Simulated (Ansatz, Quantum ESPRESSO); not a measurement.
# N on top sites of RuAl(110): the work function of the upper face at a withheld member of a series

Method. Quantum ESPRESSO 7.5, PBE, GBRV ultrasoft. Slabs of 3 layers, covered on the upper face; adsorbates and the top layer relax in a periodic cell, the rest is held (the clean slab relaxes both outer layers); a run under open boundaries (ESM, bc1) gives both vacuum levels. Cells of one to 6 surface sites carry the coverages, on meshes of like density; cold smearing of 0.02 Ry. The slabs take the lattice constants of the bulk relaxed by the same program. The series steps the coverage.

| coverage | work function of the upper face (eV) |
| --- | --- |
| 0 ML | 4.717 |
| 0.1667 ML | 5.059 |
| 0.25 ML | 5.185 |
| 0.3333 ML | 5.450 |
| 0.5 ML | 5.567 |
| 0.6667 ML | 5.925 |
| 0.75 ML | 5.990 |

To predict: What is the work function of the upper face at 1 ML?

**Worked estimate.** The rows at 0.6667 ML and 0.75 ML give a slope of (5.990 − (5.925))/(0.75 − (0.6667)) = 0.7803, so a straight line gives 6.185 eV. A parabola through these and the row at 0.5 ML gives 5.729 eV.

**The withheld run.** 6.313 eV. The line misses by −0.128 and the parabola by −0.584 eV. The line does better here.

Caveats: Thin slabs, one site and one ordered pattern a coverage; no reconstruction or subsurface sites; meshes differ a little between cells.
